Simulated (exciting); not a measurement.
Consider LiTaF6, space group R-3.

```xyz
8
Lattice="2.5847 1.4923 4.5260 -2.5847 1.4923 4.5260 0.0000 -2.9845 4.5260" Properties=species:S:1:pos:R:3 pbc="T T T"
Ta    0.0000    0.0000    0.0000
F    -0.5461   -1.5219    5.6302
F     1.5911    0.2880    5.6302
F    -1.0449    1.2339    5.6302
F     0.5461    1.5219    7.9478
F    -1.5911   -0.2880    7.9478
F     1.0449   -1.2339    7.9478
Li    0.0000    0.0000    6.7890
```

Absorber: atom 2, with 1 Ta at 1.91 Å and 1 Li at 1.99 Å (bent, 147°, site symmetry 1). Method: exciting, all-electron LAPW+lo, LDA, exchange and screened direct term (singlet BSE), 3×3×3 shifted k points, 41 conduction bands, |G+q| up to 3 bohr⁻¹, full RPA screening with nempty = 72, Lorentzian half width 0.45 eV.

Question: What does the F K spectrum look like, and is there a bound core exciton?

Bound core exciton? Yes on this mesh: the first bright state (over 5 % of the brightest) lies at -4.27 eV from the Kohn–Sham onset. Maxima (height): -4.3 eV (1.00), -0.2 eV (0.64), 2.5 eV (0.44), 5.8 eV (0.54) and 13.1 eV (0.16).

Energy from the Kohn–Sham onset, core level to the lowest empty state found on the meshes used; Im ε in relative units:

```
E (eV)  Im ε
  -8.0  0.02
  -7.5  0.03
  -7.0  0.03
  -6.5  0.05
  -6.0  0.07
  -5.5  0.13
  -5.0  0.28
  -4.5  0.79
  -4.0  0.74
  -3.5  0.27
  -3.0  0.14
  -2.5  0.10
  -2.0  0.09
  -1.5  0.12
  -1.0  0.19
  -0.5  0.43
   0.0  0.59
   0.5  0.37
   1.0  0.29
   1.5  0.31
   2.0  0.39
   2.5  0.44
   3.0  0.43
   3.5  0.42
   4.0  0.41
   4.5  0.43
   5.0  0.49
   5.5  0.52
   6.0  0.53
   6.5  0.50
   7.0  0.50
   7.5  0.48
   8.0  0.43
   8.5  0.35
   9.0  0.30
   9.5  0.24
  10.0  0.20
  10.5  0.17
  11.0  0.16
  11.5  0.16
  12.0  0.15
  12.5  0.16
  13.0  0.16
  13.5  0.16
  14.0  0.16
  14.5  0.15
  15.0  0.14
  15.5  0.13
  16.0  0.13
  16.5  0.12
  17.0  0.12
  17.5  0.11
  18.0  0.11
  18.5  0.11
  19.0  0.12
  19.5  0.11
  20.0  0.10
  20.5  0.11
  21.0  0.12
  21.5  0.13
  22.0  0.12
  22.5  0.13
```

A mesh of 27 points doesn't converge binding energies, and fine structure above the first lines is partly noise of the mesh. Exchange and the short-range direct term aren't converged in the kernel cutoff. The zero comes from the shifted mesh, which comes near the band minimum without meeting it. The Kohn–Sham onset, 653 eV, is no photon energy: the scale needs a rigid shift. No quasiparticle correction widens the gap or stretches the bands. Vibrations and energy-dependent lifetimes are left out. The structure is a Materials Project entry, computed there, and may be a hypothetical form.

[Banner, clock and machine lines of the logs are left out without a mark of their own.]

[Logs are printed without paths, hosts, clocks, repeated set-up lines and the standing remarks that a program may print on its own settings, such as how far it seeks lower states.]

[Hosts, paths, dates, database ids (printed as entryN), source tags and the programs' standing remarks are cut or masked in the printed files.]
